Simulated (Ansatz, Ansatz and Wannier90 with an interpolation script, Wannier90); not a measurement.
# BaTiO3 (Pm-3m): what limits a Wannier interpolation of GW, part 2 of 2

Aim: vary the Wannier model and the GW settings for BaTiO3 (Pm-3m) and see what the interpolated bands lose.

Wannier90 4.0.3; maximally localised Wannier functions from the overlaps of LDA states (plane waves, PAW). Known limits of the many-body steps: not at the basis limit; no spin-orbit coupling; coarse k mesh.

So far. Step 2 (Wannier model on 8×8×8, by Wannier90): Near the gap the model misses directly solved bands by 0.2 meV r.m.s. and by 1 meV at most in the window tested. This tests the starting bands, not the corrections carried with them. Step 3 (Wannier model on 8×8×8, by the program's own minimiser): Near the gap the model misses directly solved bands by 0.2 meV r.m.s. and by 1 meV at most in the window tested. This tests the starting bands, not the corrections carried with them.

**4. Wannier model on 4×4×4, by Wannier90**

This step: maximally localised Wannier functions from the overlaps of LDA states (plane waves, PAW).

w.win

```
num_iter = 1200
conv_tol = 1.0e-8
conv_window = 5
dis_num_iter = 4000
dis_conv_tol = 1.0e-8
dis_mix_ratio = 0.7
write_hr = true
use_ws_distance = false
num_print_cycles = 50
! ansatz wannier90 interface
! projections by site (counted from 0) and shell: 2 2P, 3 2P, 4 2P, 1 3D
! states of the run's bands (counted from 1): 1-31
num_bands = 31
num_wann  = 14
dis_win_min = 5.24
dis_win_max = 18.59
dis_froz_min = 5.24
dis_froz_max = 13.79
guiding_centres = true

begin unit_cell_cart
Ang
                    4.006                      0.0                      0.0
                      0.0                    4.006                      0.0
                      0.0                      0.0                    4.006
end unit_cell_cart

begin atoms_frac
Ba                       0.5                      0.5                      0.5
Ti                       0.0                      0.0                      0.0
O                        0.5                      0.0                      0.0
O                        0.0                      0.5                      0.0
O                        0.0                      0.0                      0.5
end atoms_frac

mp_grid = 4 4 4

[... the mesh's points ...]
```

Started as:

```sh
$ OMP_NUM_THREADS=1 mpirun -n 8 wannier90.x w > wannier90.x.log
```

Numbers of over 12 decimals in the logs are rounded to 6 here.

The program printed:

```text
[banner, memory and clock lines left out]
TEM
                                    ------

                              Lattice Vectors (Ang)
                    a_1     4.006000   0.000000   0.000000
                    a_2     0.000000   4.006000   0.000000
                    a_3     0.000000   0.000000   4.006000

                   Unit Cell Volume:      64.28843  (Ang^3)

                        Reciprocal-Space Vectors (Ang^-1)
                    b_1     1.568444   0.000000   0.000000
                    b_2     0.000000   1.568444   0.000000
                    b_3     0.000000   0.000000   1.568444

 *----------------------------------------------------------------------------*
 |   Site       Fractional Coordinate          Cartesian Coordinate (Ang)     |
 +----------------------------------------------------------------------------+
 | ba   1   0.50000   0.50000   0.50000   |    2.00300   2.00300   2.00300    |
 | ti   1   0.00000   0.00000   0.00000   |    0.00000   0.00000   0.00000    |
 | o    1   0.50000   0.00000   0.00000   |    2.00300   0.00000   0.00000    |
 | o    2   0.00000   0.50000   0.00000   |    0.00000   2.00300   0.00000    |
 | o    3   0.00000   0.00000   0.50000   |    0.00000   0.00000   2.00300    |
 *----------------------------------------------------------------------------*
                                ------------
                                K-POINT GRID
                                ------------

             Grid size =  4 x  4 x  4      Total points =   64

 *---------------------------------- MAIN ------------------------------------*
 |  Number of Wannier Functions               :                14             |
 |  Number of Objective Wannier Functions     :                14             |
[...]
Sum of centres and spreads (  6.009000,  6.009000,  6.009000 )    14.18466208

      1    -0.817E-01     0.2620656613       14.1846620804       0.04  <-- CONV
        O_D=      0.0000000 O_OD=      0.3794764 O_TOT=     14.1846621 <-- SPRD
 Delta: O_D=  0.3099654E-21 O_OD= -0.8171648E-01 O_TOT= -0.8171648E-01 <-- DLTA

             <<<     Delta < 1.000E-08  over  5 iterations     >>>
             <<< Wannierisation convergence criteria satisfied >>>

 Final State
[...]
WF centre and spread   13  (  0.000000,  0.000000,  0.000000 )     0.66730936
  WF centre and spread   14  (  0.000000,  0.000000, -0.000000 )     0.96069328
  Sum of centres and spreads (  6.009000,  6.009000,  6.009000 )    14.08736210

         Spreads (Ang^2)       Omega I      =    13.805185727
        ================       Omega D      =     0.000000000
                               Omega OD     =     0.282176375
    Final Spread (Ang^2)       Omega Total  =    14.087362102

 Writing checkpoint file w.chk... done

 *---------------------------------------------------------------------------*
 |                               PLOTTING                                    |
 *---------------------------------------------------------------------------*

 *===========================================================================*
 |                             TIMING INFORMATION                            |
 *===========================================================================*
 |    Tag                                                Ncalls      Time (s)|
 |---------------------------------------------------------------------------|
 |kmesh: get                                        :         1         0.016|
 |overlap: read                                     :         1         0.203|
 |dis: main                                         :         1         0.041|
 |wann: main                                        :         1         0.033|
 |plot: main                                        :         1         0.035|
 *---------------------------------------------------------------------------*
 All done: wannier90 exiting
```

Elapsed: 0.98 s, on 8 MPI ranks of Arm Neoverse V2, shared host; 6.7 s of CPU time.

This step gave:

```
gauge-invariant spread     : 13.81 Å²
diagonal spread            : 0 Å²
off-diagonal spread        : 0.2822 Å²
total spread               : 14.09 Å²
disentanglement steps      : 44
r.m.s. interpolation error : 0.002580 eV
r.m.s. error near the gap  : 0.002537 eV
```

Near the gap the model misses directly solved bands by 2.5 meV r.m.s. and by 15 meV at most in the window tested. This tests the starting bands, not the corrections carried with them.

Frozen up to 3.90 eV; above it the model need not follow the bands. Electronic bands along the path, in eV, zero at the valence-band top; v1 is the highest filled band, c1 the lowest empty one:

```csv
point,v4,v3,v2,v1,c1,c2,c3,c4
Γ,-1.12,-0.10,-0.10,-0.10,1.70,1.70,1.70,3.97
halfway,-1.55,-1.21,-0.44,-0.44,1.77,2.68,2.68,3.97
X,-1.84,-1.84,-0.68,-0.68,1.83,3.47,3.47,3.97
halfway,-1.36,-1.28,-1.08,-0.48,2.73,3.48,3.60,4.65
M,-1.71,-0.83,-0.83,-0.05,3.49,3.49,3.91,4.89
halfway,-1.48,-1.01,-0.93,-0.45,2.63,2.78,3.02,4.54
Γ,-1.12,-0.10,-0.10,-0.10,1.70,1.70,1.70,3.97
halfway,-2.33,-0.69,-0.69,-0.59,3.13,3.15,3.15,5.94
R,-2.35,0.00,0.00,0.00,4.16,4.16,4.16,7.71
halfway,-2.15,-0.89,-0.58,-0.49,3.25,3.68,3.71,5.93
X,-1.84,-1.84,-0.68,-0.68,1.83,3.47,3.47,3.97
jump to R,-2.35,0.00,0.00,0.00,4.16,4.16,4.16,7.71
halfway,-2.45,-0.51,-0.51,-0.02,3.80,3.80,4.03,6.41
M,-1.71,-0.83,-0.83,-0.05,3.49,3.49,3.91,4.89
```

The same for Kohn-Sham, solved directly:

```csv
point,v4,v3,v2,v1,c1,c2,c3,c4
Γ,-1.12,-0.10,-0.10,-0.10,1.70,1.70,1.70,3.97
X,-1.84,-1.84,-0.68,-0.68,1.83,3.47,3.47,3.97
M,-1.71,-0.83,-0.83,-0.05,3.49,3.49,3.90,4.82
Γ,-1.12,-0.10,-0.10,-0.10,1.70,1.70,1.70,3.97
R,-2.35,0.00,0.00,0.00,4.16,4.16,4.16,6.77
X,-1.84,-1.84,-0.68,-0.68,1.83,3.47,3.47,3.97
R,-2.35,0.00,0.00,0.00,4.16,4.16,4.16,6.77
M,-1.71,-0.83,-0.83,-0.05,3.49,3.49,3.90,4.82
```

**5. G0W0: 4×4×4 mesh, 268 empty bands, screening to 150 eV**

G0W0 replaces the xc potential by the self-energy, built once from these orbitals. Only a window of levels is corrected, while the sums run over the empty bands that the input names.

This step: G0W0 on LDA, plane waves, PAW.

input.yaml

```yaml
crystal:
  lattice:
    - [4.006, 0.0, 0.0]
    - [0.0, 4.006, 0.0]
    - [0.0, 0.0, 4.006]
  atoms:
    - { symbol: Ba, position: [0.5, 0.5, 0.5] }
    - { symbol: Ti, position: [0.0, 0.0, 0.0] }
    - { symbol: O, position: [0.5, 0.0, 0.0] }
    - { symbol: O, position: [0.0, 0.5, 0.0] }
    - { symbol: O, position: [0.0, 0.0, 0.5] }
kpoints:
  mp_grid: { grid: [4, 4, 4] }
hamiltonian:
  xc: lda
scf:
  occupations: { method: fixed }
gw:
  n_empty_bands: 268
  ecut_chi: 150.0
  qp_bands: [v9, c3]
  screening: { model: contour_deformation }
```

Started as:

```sh
$ ansatz run input.yaml --threads 8 --pin off --max-ram 18432MiB --backend cpu --events-out ev --progress --plain --runs-dir out
```

The program printed:

```text
[...]
Crystal: 5 atoms, lattice volume = 64.288 Å³
Basis set: ecut = 420 eV, 1237 PW (Γ)
Bands: 25, of which v1, the nominal top of the filled ones, is band 20 counted from 1 (19 counted from 0)
Symmetry: 48 space group operations
[...]
k-points: 10 of 64
[...]
7    13      6.5893   -22.9238     4.8742   -17.9597  0.5857     6.4985     6.4994  root ?
[...]
9    20      9.8885   -25.7560     4.6608   -20.8926  0.7045     9.6849     9.6859  root
     9    21     14.0448   -14.7009    -8.0333   -23.9814  0.6522    15.3702    15.2920  root
     9    22     14.0448   -14.7009    -8.0333   -23.9814  0.6522    15.3702    15.2920  root
     9    23     14.0448   -14.7009    -8.0333   -23.9814  0.6522    15.3702    15.2920  root
[key lines of the parts left out:]
SCF converged after 8 iterations
Free energy (F): -9904.374895 eV
Fermi energy:    9.888455 eV
```

Wall time 33 s (8 threads); peak memory 1.3 GiB; 4 min of CPU time.

The G0W0 gap on the mesh is 3.221 eV.

**6. G0W0: 2×2×2 mesh, 268 empty bands, screening to 150 eV**

Changes to input.yaml since step 5:

```diff
@@ -12,3 +12,3 @@
 kpoints:
-  mp_grid: { grid: [4, 4, 4] }
+  mp_grid: { grid: [2, 2, 2] }
 hamiltonian:
```

The program printed:

```text
[...]
Crystal: 5 atoms, lattice volume = 64.288 Å³
Basis set: ecut = 420 eV, 1237 PW (Γ)
Bands: 25, of which v1, the nominal top of the filled ones, is band 20 counted from 1 (19 counted from 0)
Symmetry: 48 space group operations
[...]
k-points: 4 of 8
[...]
2    16      7.2303   -22.5099     4.5970   -17.9732  0.5898     7.2900     7.2905  root ?
[...]
3    20     10.0005   -25.8345     4.9129   -20.8707  0.6863     9.9496     9.9497  root
     3    21     13.8106   -14.8888    -8.0904   -24.0182  0.6299    14.9330    14.8497  root
     3    22     13.8106   -14.8888    -8.0904   -24.0182  0.6299    14.9330    14.8497  root
     3    23     13.8106   -14.8888    -8.0904   -24.0182  0.6299    14.9330    14.8497  root
[key lines of the parts left out:]
SCF converged after 7 iterations
Free energy (F): -9903.605167 eV
Fermi energy:    10.000524 eV
```

It took 4.3 s on 8 threads; peak memory 0.77 GiB.

The G0W0 gap on the mesh is 2.530 eV.

**7. G0W0: 4×4×4 mesh, 124 empty bands, screening to 90 eV**

Changes to input.yaml since step 6:

```diff
@@ -12,3 +12,3 @@
 kpoints:
-  mp_grid: { grid: [2, 2, 2] }
+  mp_grid: { grid: [4, 4, 4] }
 hamiltonian:
@@ -18,4 +18,4 @@
 gw:
-  n_empty_bands: 268
-  ecut_chi: 150.0
+  n_empty_bands: 124
+  ecut_chi: 90
   qp_bands: [v9, c3]
```

The program printed:

```text
[...]
Crystal: 5 atoms, lattice volume = 64.288 Å³
Basis set: ecut = 420 eV, 1237 PW (Γ)
Bands: 25, of which v1, the nominal top of the filled ones, is band 20 counted from 1 (19 counted from 0)
Symmetry: 48 space group operations
[...]
k-points: 10 of 64
[...]
9    19      9.8885   -25.7560     4.9094   -20.8926  0.7101     9.9345     9.9346  root
     9    20      9.8885   -25.7560     4.9094   -20.8926  0.7101     9.9345     9.9346  root
     9    21     14.0448   -14.7009    -7.7600   -23.9814  0.6578    15.6909    15.5653  root ?
     9    22     14.0448   -14.7009    -7.7600   -23.9814  0.6578    15.6909    15.5653  root ?
     9    23     14.0448   -14.7009    -7.7600   -23.9814  0.6578    15.6909    15.5653  root ?
[key lines of the parts left out:]
SCF converged after 8 iterations
Free energy (F): -9904.374895 eV
Fermi energy:    9.888455 eV
```

It took 9 s on 8 threads; peak memory 0.63 GiB.

The G0W0 gap on the mesh is 3.211 eV.

**8. G0W0: 4×4×4 mesh, 268 empty bands, screening to 150 eV, plasmon pole**

Changes to input.yaml since step 7:

```diff
@@ -18,5 +18,5 @@
 gw:
-  n_empty_bands: 124
-  ecut_chi: 90
+  n_empty_bands: 268
+  ecut_chi: 150.0
   qp_bands: [v9, c3]
-  screening: { model: contour_deformation }
+  screening: { model: godby_needs }
```

The program printed:

```text
[...]
Crystal: 5 atoms, lattice volume = 64.288 Å³
Basis set: ecut = 420 eV, 1237 PW (Γ)
Bands: 25, of which v1, the nominal top of the filled ones, is band 20 counted from 1 (19 counted from 0)
Symmetry: 48 space group operations
[...]
k-points: 10 of 64
[...]
9    19      9.8885   -25.7560     4.7648   -20.8926  0.7530     9.7898     9.7899  root
     9    20      9.8885   -25.7560     4.7648   -20.8926  0.7530     9.7898     9.7899  root
     9    21     14.0448   -14.7009    -7.6063   -23.9814  0.7198    15.6332    15.7191  root ?
     9    22     14.0448   -14.7009    -7.6063   -23.9814  0.7198    15.6332    15.7191  root ?
     9    23     14.0448   -14.7009    -7.6063   -23.9814  0.7198    15.6332    15.7191  root ?
[key lines of the parts left out:]
SCF converged after 8 iterations
Free energy (F): -9904.374895 eV
Fermi energy:    9.888455 eV
```

It took 50 s on 8 threads; peak memory 1.3 GiB.

The G0W0 gap on the mesh is 3.223 eV.

**9. Interpolated results**

Times are wall times on 8 threads of Arm Neoverse V2, shared host, good to a factor of about two.

| GW mesh | empty bands | cutoff (eV) | frequency | gap on mesh (eV) | gap over zone (eV) | direct gap (eV) | valence width (eV) | GW time |
| --- | --- | --- | --- | --- | --- | --- | --- | --- |
| 4×4×4 | 268 | 150 | contour deformation | 3.221 | 3.221 | 3.334 | 4.609 | 33 s |
| 2×2×2 | 268 | 150 | contour deformation | 2.530 | 2.887 | 3.055 | 4.566 | 4.3 s |
| 4×4×4 | 124 | 90 | contour deformation | 3.211 | 3.210 | 3.303 | 4.693 | 9 s |
| 4×4×4 | 268 | 150 | plasmon pole | 3.223 | 3.223 | 3.331 | 4.900 | 50 s |

**10. Results**

| Property | Result |
| --- | --- |
| 4×4×4 mesh, 268 empty bands, screening to 150 eV | 3.22 eV |
| 2×2×2 mesh, 268 empty bands, screening to 150 eV | 2.89 eV |
| 4×4×4 mesh, 124 empty bands, screening to 90 eV | 3.21 eV |
| 4×4×4 mesh, 268 empty bands, screening to 150 eV, plasmon pole | 3.22 eV |

What this shows: The largest change, −0.33 eV in the gap over the zone, comes with 2×2×2 mesh, 268 empty bands, screening to 150 eV. The first run is a reference, not a converged one, and where a row moves several settings no single cause can be named. Rows on another GW mesh add that mesh's corrections to the bands of the one model. The program's own minimiser ends at the same spread as the first model, 14.9 Å², from the same trial orbitals; this need not be the lowest minimum. Coarser Wannier mesh (4×4×4): the miss near the gap goes from under 1 (the model on 8×8×8) to 3 meV and the total spread from 14.9 to 14.1 Å². With 2×2×2 mesh, 268 empty bands, screening to 150 eV the gap over the zone moves by −0.33 eV and that on the mesh by −0.69 eV. With 4×4×4 mesh, 124 empty bands, screening to 90 eV the gap over the zone moves by −0.01 eV and that on the mesh by −0.01 eV. With 4×4×4 mesh, 268 empty bands, screening to 150 eV, plasmon pole the gap over the zone moves by +0.002 eV and that on the mesh by +0.003 eV. Gaps over the zone and on the mesh differ where an edge lies off the mesh, or where a GW run starts from another density: the starting gap over the zone is 1.702 eV, on the GW meshes it is 1.702 eV and 1.334 eV. The 4×4×4 mesh is coarse for this cell (its supercell is 16 Å along the shortest edge). The RPA ε∞ on it, from the LDA start, is 7.27; such meshes misread the long-range screening, most where the gap is narrow. This is the ideal cubic cell; many perovskites, halides above all, are cubic only on average, and local tilts or off-centring can widen the gap. The many-body steps are scalar-relativistic: spin-orbit coupling is not in them.

[Paths, hosts, dates, memory and timing lines, banners, echoed tables and standing remarks are left out of the program output.]

[Logs are printed without paths, hosts, clocks, repeated set-up lines and the standing remarks that a program may print on its own settings, such as how far it seeks lower states.]

[Runs of the session that timed out or met a known fault of the program may be left out.]

[Hosts, paths, dates, database ids (printed as entryN), source tags and the programs' standing remarks are cut or masked in the printed files.]
